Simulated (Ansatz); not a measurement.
# Tc of Tc (P6_3/mmc) from its phonons

Wanted: λ, ω_log and Tc of Tc (P6_3/mmc). The cell shown first is the database's, unrelaxed.

Main program and level: Ansatz 0.2.0; DFT PBE, scalar-relativistic, plane waves, PAW, in the first sound run; inputs show where later runs differ.

Report form: the programs' logs are mostly left out.

## (1) The structure

It takes space group P6_3/mmc (No. 194, hexagonal). Conventional cell: a = 2.740 Å, b = 2.740 Å, c = 4.398 Å, α = 90.00°, β = 90.00°, γ = 120.00°. Nearest to Tc lie 12 Tc at 2.71 to 2.74 Å.

## (2) Coupling and resistivity: the database cell, unrelaxed

The run that gives the couplings also evaluates McMillan's and Allen and Dynes's formulas and, where asked, the Eliashberg equations, over a range of μ*.

input.yaml reads:

```yaml
crystal:
  lattice:
    - [2.74, 0.0, 0.0]
    - [-1.37, 2.3729096064, 0.0]
    - [0.0, 0.0, 4.398]
  atoms:
    - { symbol: Tc, position: [0.3333333333, 0.6666666667, 0.25] }
    - { symbol: Tc, position: [0.6666666667, 0.3333333333, 0.75] }
kpoints:
  mp_grid: { grid: [18, 18, 9] }
hamiltonian:
  xc: pbe
scf:
  occupations: { method: methfessel_paxton, width: 0.2 }
output:
  eigenvalues: true
phonons:
  method: dfpt
  qmesh: [6, 6, 3]
  temperatures: { t_max: 1000, t_step: 50 }
  qpath:
    path:
      - [[0.0, 0.0, 0.0], [0.5, 0.0, 0.0], [0.33333333, 0.33333333, 0.0], [0.0, 0.0, 0.0], [0.0, 0.0, 0.5], [0.5, 0.0, 0.5], [0.33333333, 0.33333333, 0.5], [0.0, 0.0, 0.5]]
      - [[0.5, 0.0, 0.5], [0.5, 0.0, 0.0]]
    npoints: 6
  electrical_resistivity:
    mesh: [24, 24, 12]
    temperatures: [20.0, 50.0, 80.0, 100.0, 150.0, 200.0, 273.0, 300.0, 400.0, 500.0, 600.0, 800.0]
  superconductivity: { mesh: [24, 24, 12], eliashberg_equations: false }
  masses: [{ species: Tc, mass: 97.907 }]
```

Run with:

```bash
$ ansatz run input.yaml --threads 16 --pin off --max-ram 92160MiB --backend cuda --events-out ev --progress --plain --runs-dir out --max-vram 78GiB
```

The job ended after 2.1 min (1 × NVIDIA GB200 with 16 threads of Arm Neoverse V2, shared host; peak memory 6.3 GiB).

This step gave:

```
volume per atom                                                                : 14.30 Å³/atom
metallic on mesh                                                               : yes
gap on the k-mesh                                                              : 0 eV
zero point energy                                                              : 0.06024 eV/cell
share of imaginary modes in the plain interpolation between solved wavevectors : 0
highest frequency, solved or plainly interpolated                              : 235.2 cm⁻¹
Debye temperature (second moment)                                              : 311 K
resistivity at 300 K                                                           : 15.36 μΩ cm, mean of the axes
coupling constant λ                                                            : 0.9536
density of states at the Fermi level                                           : 0.9153 states/eV a spin and cell
log mean phonon energy ħω_log                                                  : 15.84 meV
transport coupling constant λ_tr                                               : 0.8334, 0.8334, 1.023 (xx, yy, zz)
Drude plasma energy                                                            : 7.481, 7.481, 9.264 eV (xx, yy, zz)
resistivity times mean free path                                               : 5.751, 5.751, 3.845 × 10⁻¹⁶ Ω m² (xx, yy, zz)
second-moment phonon energy ħω₂                                                : 18.45 meV
coupling λ by branch                                                           : 0.218, 0.182, 0.2, 0.165, 0.0997, 0.0895 (branches by rank of frequency)
```

Transition temperatures:

```csv
μ*,McMillan Tc (K),Allen–Dynes Tc (K)
0.08,13.1,14
0.1,11.9,12.6
0.12,10.7,11.3
0.13,10.1,10.6
0.14,9.5,9.98
0.16,8.37,8.76
0.2,6.26,6.51
```

## (3) Electron–phonon run: PseudoDojo files

Another set of potentials is tried, at its own relaxed cell, which can differ from that of the runs before.

This step: DFT PBE, scalar-relativistic, plane waves, PseudoDojo norm-conserving pseudopotentials (Ansatz 0.2.0).

input.yaml, as its differences from that of step 2:

```diff
@@ -2,5 +2,5 @@
   lattice:
-    - [2.74, 0.0, 0.0]
-    - [-1.37, 2.3729096064, 0.0]
-    - [0.0, 0.0, 4.398]
+    - [2.7518062937, 0.0, 0.0]
+    - [-1.3759031469, 2.3831341567, 0.0]
+    - [0.0, 0.0, 4.4048619972]
   atoms:
@@ -12,2 +12,3 @@
   xc: pbe
+  pseudopotentials: { kind: nc, accuracy: standard }
 scf:
```

It took 2.3 min on 1 × NVIDIA GB200 with 16 threads; peak memory 6.7 GiB.

Numbers from this step:

```yaml
volume_per_atom: 14.44 Å³/atom
zero_point_energy: 0.05897 eV/cell
highest_frequency_solved_or_plainly_interpolated: 229.5 cm⁻¹
debye_temperature_second_moment: 305 K
resistivity_at_300_k: 16.48 μΩ cm, mean of the axes
coupling_constant_lambda: 0.9691
density_of_states_at_the_fermi_level: 0.9271 states/eV a spin and cell
log_mean_phonon_energy_omega_log: 16.02 meV
transport_coupling_constant_lambda_tr: 0.8663, 0.8663, 1.005 (xx, yy, zz)
drude_plasma_energy: 7.374, 7.374, 9.135 eV (xx, yy, zz)
resistivity_times_mean_free_path: 5.829, 5.829, 3.899 × 10⁻¹⁶ Ω m² (xx, yy, zz)
second_moment_phonon_energy_omega: 18.13 meV
coupling_lambda_by_branch: 0.236, 0.193, 0.17, 0.178, 0.0988, 0.0946 (branches by rank of frequency)
```

Transition temperatures:

```csv
μ*,McMillan Tc (K),Allen–Dynes Tc (K)
0.08,13.6,14.5
0.1,12.3,13.1
0.12,11.1,11.7
0.13,10.5,11
0.14,9.91,10.4
0.16,8.76,9.17
0.2,6.6,6.86
```

## (4) Coupling and resistivity: finite displacements

Finite displacements in a supercell are the other road to force constants and couplings; here with the base functional.

This step: DFT PBE, scalar-relativistic, plane waves, PAW (Ansatz 0.2.0).

input.yaml, as its differences from that of step 3:

```diff
@@ -2,5 +2,5 @@
   lattice:
-    - [2.7518062937, 0.0, 0.0]
-    - [-1.3759031469, 2.3831341567, 0.0]
-    - [0.0, 0.0, 4.4048619972]
+    - [2.7511681375, 0.0, 0.0]
+    - [-1.3755840688, 2.3825814971, 0.0]
+    - [0.0, 0.0, 4.4032662231]
   atoms:
@@ -12,3 +12,2 @@
   xc: pbe
-  pseudopotentials: { kind: nc, accuracy: standard }
 scf:
@@ -18,4 +17,4 @@
 phonons:
-  method: dfpt
-  qmesh: [6, 6, 3]
+  method: fd
+  supercell: [6, 6, 3]
   temperatures: { t_max: 1000, t_step: 50 }
```

The job ended after 4.8 min (1 × NVIDIA GB200 with 16 threads; peak memory 18 GiB; 23 min of CPU time).

Numbers from this step:

| Item | Value |
| --- | --- |
| volume per atom | 14.43 Å³/atom |
| zero point energy | 0.05877 eV/cell |
| highest frequency, solved or plainly interpolated | 228.9 cm⁻¹ |
| Debye temperature (second moment) | 304 K |
| resistivity at 300 K | 16.7 μΩ cm, mean of the axes |
| coupling constant λ | 0.9898 |
| density of states at the Fermi level | 0.9272 states/eV a spin and cell |
| log mean phonon energy ħω_log | 15.68 meV |
| transport coupling constant λ_tr | 0.8805, 0.8805, 1.03 (xx, yy, zz) |
| Drude plasma energy | 7.389, 7.389, 9.151 eV (xx, yy, zz) |
| resistivity times mean free path | 5.812, 5.812, 3.892 × 10⁻¹⁶ Ω m² (xx, yy, zz) |
| second-moment phonon energy ħω₂ | 17.96 meV |
| coupling λ by branch | 0.242, 0.198, 0.179, 0.177, 0.0994, 0.0951 (branches by rank of frequency) |

Transition temperatures:

```csv
μ*,McMillan Tc (K),Allen–Dynes Tc (K)
0.08,13.7,14.6
0.1,12.5,13.2
0.12,11.3,11.9
0.13,10.7,11.3
0.14,10.1,10.6
0.16,8.96,9.39
0.2,6.82,7.1
```

The Eliashberg function α²F has structure finer than the step of the table below, so its rows give means over 1 meV, whole bins alone (the curve runs from 0.111 to 28.3 meV). Peaks (meV: height): α²F 14.7: 0.885, 18.1: 0.887, 25.8: 0.997; α²F tr 14.7: 0.794, 18.1: 0.830, 25.8: 1.05.

The Eliashberg function α²F by phonon energy; means over each step:

```csv
phonon energy (meV),α²F,α²F tr
1,1.7e-5,0
2,3.6e-4,5.9e-5
3,0.00199,7.3e-4
4,0.0115,0.00778
5,0.0311,0.0223
6,0.0524,0.0378
7,0.0741,0.0538
8,0.0920,0.0684
9,0.112,0.0860
10,0.131,0.106
11,0.161,0.138
12,0.210,0.189
13,0.315,0.296
14,0.467,0.450
15,0.647,0.599
16,0.546,0.514
17,0.530,0.533
18,0.740,0.717
19,0.612,0.610
20,0.634,0.651
21,0.418,0.420
22,0.362,0.347
23,0.166,0.161
24,0.184,0.173
25,0.366,0.370
26,0.799,0.826
27,0.547,0.539
```

## (5) What came out

- meshes: supercell 6×6×3, k 18×18×9, scattering 24×24×12
- coupling constant λ: 0.990
- log mean phonon energy ħω_log: 15.7 meV
- Allen–Dynes Tc at μ* = 0.1: 13.2 K
- Allen–Dynes Tc at μ* = 0.13: 11.3 K

In the last run (PBE, finite displacements, supercell 6×6×3, k 18×18×9, scattering 24×24×12), with λ = 0.99 and ħω_log = 15.7 meV, Tc at μ* = 0.13 is 11 K by McMillan's formula and 11 K by Allen and Dynes's. Raising μ* from 0.10 to 0.16 lowers the Allen–Dynes value from 13 to 9.4 K. By the run's own test λ is not converged in the fine mesh: it moves by 12 % between the two finest. The run's transport test calls it not converged in the mesh; ρ(300 K) moves by 11 % in the component that moves most. In 2 of the runs shown, the last among them, the self-energy step met imaginary modes and the program fell back to plain Fourier phonons, a sign of a lattice near an instability that the q mesh may not hold. Over the runs, λ takes the values 0.954, 0.969 and 0.990, in the order shown. μ* is a typed number, phonons are harmonic, and spin fluctuations are left out; at μ* = 0.13 McMillan's formula turns 1 % in λ into about 1.8 % in Tc.

[Logs are printed without paths, hosts, clocks, repeated set-up lines and the standing remarks that a program may print on its own settings, such as how far it seeks lower states.]

[Hosts, paths, dates, database ids (printed as entryN), source tags and the programs' standing remarks are cut or masked in the printed files.]
